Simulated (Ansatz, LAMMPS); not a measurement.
# Localised basis functions on liquid (Li,Cs)F at 1200 K (134 atoms), part 3 of 3

Aim: test how closely localised support functions follow the reference on liquid (Li,Cs)F at 1200 K (134 atoms), and at what cost. A setting counts as converged where the r.m.s. difference of forces stays under 1 % of the r.m.s. force.

Ansatz 0.2.0; Kohn-Sham DFT, PBE, PAW (set soft_2), plane waves.

The cell: 24 Li, 43 Cs and 67 F. The starting topology of bonds comes from the classical model. The ion parameters were fitted for water, not for melts. The Brillouin zone is sampled at Γ only, in a cell whose shortest periodic width is 16 Å. Spin–orbit coupling is left out.

So far. Step 7 (Support functions medium, radius 4.32 Å): Forces differ from the reference by 0.42 meV/Å r.m.s., 0.086 % of their size, well within a tolerance of 1 %; the energy by -3.9 meV/atom. It took 3.3 min and 20 cycles; the reference's time can't be set against it, since the two runs asked for unlike analyses. Step 8 (Changed: crystal.symmetry.detect = false and …): Forces differ from the reference by 0.004 meV/Å r.m.s., 9.0e-4 % of their size, well within a tolerance of 1 %.

## 10. The reference in detail (continued)

ELF in the ab plane at fractional z = 0.414, with atoms of Li and Cs and F within 0.2 Å of it. It is the smooth field of the valence electrons, not physical close to the nuclei.

Ten even steps from '0' (0.01 × 1e-1) to '9' (9.69 × 1e-1), each cell a mean:
```
25787520000000000000000110135542123310000000
21010012332000012442003666420002678752001344
64100024543100023431016877862004788862002577
52015401321000000000014777752002455420001356
10059930000000013555310123310000000000110001
00002100000000036878730110000000000000010000
00000000000011015787620012210000124543100000
00000000000123100233102678763000257887420000
00000000000111100000014787874100257776410000
00000000000000245431002567641000012221000000
00000000000014777863000011100022105971156541
10000000000025777751000000002677631431687875
10000000000002454224676410025876773003677774
10000001121000001488788850014677752001233221
86300000122200004897468862000122210000146788
88610000000000001478888730000000000002688635
98500123431000001112332100000011100001588757
86200367876300035665100244310000000000036888
21000256774111036777301577641000024554100233
00000011220044002442120255310000158777520000
24554200000000011001995000146762147777631000
78888851000001466530231004887688412453200014
88536985100001356652000027972048830000000027
88757984000000012210000015888788510000000015
```
Columns run along a (15.7 Å), rows up along b (15.7 Å). Atoms in or near the plane, at fractional coordinates: Li at (0.81, 0.55), Li at (0.10, 0.82), Li at (0.48, 0.14), Cs at (0.66, 0.06), F at (0.56, 0.88), F at (0.70, 0.47), F at (0.36, 0.54), F at (0.92, 0.50).

Mean Löwdin charges: Cs +0.93, F -0.78, Li +0.78 e (they miss 0.70 % of the electrons, so they add up to more than the cell's charge).

## 11. Local order

Bonds and neighbours are counted at the geometry of the runs.

Density 3.09 g/cm³, 28.70 Å³ an atom.

Pair distribution functions g(r), in bins of 0.2 Å:

| r (Å) | total | F-F | F-Cs | F-Li | Cs-Cs | Cs-Li | Li-Li |
| --- | --- | --- | --- | --- | --- | --- | --- |
| 1.80 | 0.05 | 0.00 | 0.00 | 0.27 | 0.00 | 0.00 | 0.00 |
| 2.00 | 1.77 | 0.00 | 0.00 | 9.91 | 0.00 | 0.00 | 0.00 |
| 2.20 | 1.29 | 0.00 | 0.00 | 7.23 | 0.00 | 0.00 | 0.00 |
| 2.40 | 0.24 | 0.00 | 0.00 | 1.17 | 0.00 | 0.00 | 0.86 |
| 2.60 | 0.75 | 0.10 | 1.77 | 0.43 | 0.00 | 0.00 | 2.41 |
| 2.80 | 1.58 | 0.67 | 4.01 | 0.25 | 0.00 | 0.36 | 1.28 |
| 3.00 | 1.12 | 0.44 | 2.60 | 0.10 | 0.00 | 0.99 | 1.16 |
| 3.20 | 1.29 | 1.39 | 2.18 | 0.09 | 0.64 | 1.00 | 1.56 |
| 3.40 | 1.19 | 1.77 | 1.20 | 0.41 | 0.14 | 2.04 | 1.43 |
| 3.60 | 1.16 | 2.17 | 0.82 | 0.14 | 0.79 | 1.58 | 2.09 |
| 3.80 | 0.91 | 1.08 | 0.66 | 0.40 | 1.25 | 1.76 | 0.77 |
| 4.00 | 0.88 | 1.23 | 0.54 | 0.30 | 1.04 | 1.67 | 1.64 |
| 4.20 | 0.89 | 0.96 | 0.39 | 0.74 | 1.88 | 1.52 | 0.60 |
| 4.40 | 0.87 | 0.78 | 0.38 | 1.17 | 1.88 | 1.29 | 0.00 |
| 4.60 | 0.92 | 0.81 | 0.60 | 1.21 | 1.32 | 1.33 | 0.50 |
| 4.80 | 0.88 | 0.74 | 0.71 | 1.19 | 0.92 | 1.34 | 0.00 |
| 5.00 | 1.10 | 1.25 | 1.00 | 1.11 | 1.45 | 0.89 | 0.43 |
| 5.20 | 1.02 | 1.06 | 1.06 | 0.98 | 1.22 | 0.67 | 1.19 |
| 5.40 | 0.98 | 0.94 | 1.15 | 1.17 | 1.02 | 0.46 | 0.36 |
| 5.60 | 0.99 | 0.76 | 1.05 | 1.31 | 1.16 | 0.71 | 0.84 |
| 5.80 | 1.05 | 0.85 | 1.29 | 1.05 | 1.04 | 0.79 | 1.09 |
| 6.00 | 1.11 | 1.19 | 1.31 | 1.08 | 0.78 | 0.41 | 2.20 |
| 6.20 | 0.86 | 1.33 | 0.74 | 0.77 | 0.48 | 0.62 | 1.10 |
| 6.40 | 1.08 | 0.88 | 1.21 | 1.18 | 1.01 | 1.05 | 1.30 |
| 6.60 | 0.93 | 0.83 | 1.07 | 0.85 | 0.95 | 0.88 | 0.98 |
| 6.80 | 0.99 | 0.92 | 0.89 | 1.15 | 0.93 | 1.19 | 1.14 |
| 7.00 | 0.96 | 0.90 | 1.08 | 0.91 | 0.80 | 0.95 | 0.98 |
| 7.20 | 1.00 | 0.93 | 1.00 | 1.10 | 0.80 | 1.20 | 1.03 |

Bonds by pair of elements; cutoffs follow the first minimum of g(r), held within bounds set by covalent radii, and pairs that aren't listed don't count as bonded:

| pair A-B | cutoff (Å) | bonds | mean length (Å) | spread (Å) | shortest (Å) | B about A | A about B |
| --- | --- | --- | --- | --- | --- | --- | --- |
| F-Cs | 3.77 | 222 | 3.07 | 0.319 | 2.50 | 3.31 | 5.16 |
| F-Li | 2.46 | 86 | 2.11 | 0.128 | 1.89 | 1.28 | 3.58 |

The cutoffs for F-Cs and F-Li fall short of the minimum of g(r), so counts run low and odd coordinations can be artefacts.

How many atoms have how many bonded neighbours:

| element | mean | 2 | 3 | 4 | 5 | 6 | 7 |
| --- | --- | --- | --- | --- | --- | --- | --- |
| Cs | 5.16 | 0 | 1 | 11 | 15 | 12 | 4 |
| F | 4.60 | 1 | 1 | 27 | 33 | 5 | 0 |
| Li | 3.58 | 0 | 10 | 14 | 0 | 0 | 0 |

For some of the pairs, g(r) has its first main peak near 2.8 Å (F-Cs) and 2.1 Å (F-Li).

A closer look about Cs40, which bears the longest force: 14 atoms, nearest first, numbered in the order of the input, with positions taken from that point.

| atom | x | y | z | distance (Å) | bonds | Löwdin charge (e) | Fx | Fy | Fz (eV/Å) |
| --- | --- | --- | --- | --- | --- | --- | --- | --- | --- |
| Cs40 | 0.00 | 0.00 | 0.00 | 0.00 | 6 | 0.91 | -0.84 | 1.82 | -0.51 |
| F113 | -0.77 | -2.09 | 1.50 | 2.68 | 6 | -0.78 | -0.27 | -0.26 | 0.64 |
| F116 | 2.67 | 0.68 | -0.14 | 2.76 | 5 | -0.78 | 0.94 | 0.05 | -0.06 |
| F126 | -2.98 | 0.30 | 0.59 | 3.06 | 6 | -0.79 | 0.21 | 0.38 | -0.53 |
| F70 | -0.63 | 2.97 | -0.63 | 3.10 | 4 | -0.78 | 0.57 | 0.41 | 0.32 |
| Cs28 | 2.15 | -2.21 | 0.46 | 3.12 | 6 | 0.93 | 1.01 | -1.12 | 0.27 |
| F71 | -0.88 | -0.41 | -3.13 | 3.28 | 5 | -0.79 | 0.32 | 0.28 | -0.24 |
| Cs45 | -1.97 | -2.67 | -1.17 | 3.52 | 6 | 0.92 | -0.39 | -0.29 | -0.43 |
| F120 | 2.28 | -1.00 | -2.56 | 3.57 | 5 | -0.77 | -0.11 | 0.30 | -0.09 |
| Cs52 | -2.56 | 1.68 | -2.21 | 3.78 | 4 | 0.92 | 0.64 | -0.55 | -1.17 |
| Cs36 | 2.22 | 1.35 | 2.90 | 3.90 | 6 | 0.92 | 0.47 | 0.33 | 0.16 |
| Li21 | 0.91 | -0.37 | -3.85 | 3.98 | 3 | 0.82 | 0.51 | -1.07 | 0.22 |
| F69 | -0.13 | 0.52 | 4.00 | 4.04 | 4 | -0.78 | -0.49 | 0.38 | 0.41 |
| Li12 | 1.42 | 3.80 | -0.04 | 4.06 | 3 | 0.78 | 0.03 | -0.26 | -0.15 |

The column of bonds counts only the pairs F-Cs within 3.77 Å, F-Li within 2.46 Å; other neighbours, such as metal atoms beside each other in a compound, aren't counted, and periodic images can show an atom twice.

## 12. Results

```json
{
 "free energy per atom": "-2261.6925 eV/atom",
 "pressure": "-0.6631 GPa",
 "r.m.s. force component": "0.4971 eV/Å",
 "gap (highest filled to lowest empty level)": "3.674 eV",
 "wall time of the 5 DFT runs": "12 min"
}
```

**Reading.** Against plane waves at 420 eV, the forces differ by 0.41 meV/Å (0.082 %) with support functions medium. At 134 atoms the fastest of the runs at a preset level, support functions low, takes roughly 3.0 times the time of plane waves (whose run also made extra analyses, so the like-for-like ratio is larger), in 18 SCF cycles against 10. Differences between support functions and plane waves include what basis error the plane-wave run still has. The force difference hardly changes among these support-function runs, which points to the basis of the plane-wave reference as its main source.

Between filled and empty levels lie 3.67 eV (at Γ alone); a semilocal functional tends to put such gaps too low. In a disordered cell it changes from sample to sample and from frame to frame.

What to keep in mind: The force components of 0.50 eV/Å r.m.s. hold both thermal displacement and the mismatch between the potential that made the cell and DFT. The pressure of a single frame lacks the kinetic term.

[Logs are printed without paths, hosts, clocks, repeated set-up lines and the standing remarks that a program may print on its own settings, such as how far it seeks lower states.]

[Hosts, paths, dates, database ids (printed as entryN), source tags and the programs' standing remarks are cut or masked in the printed files.]
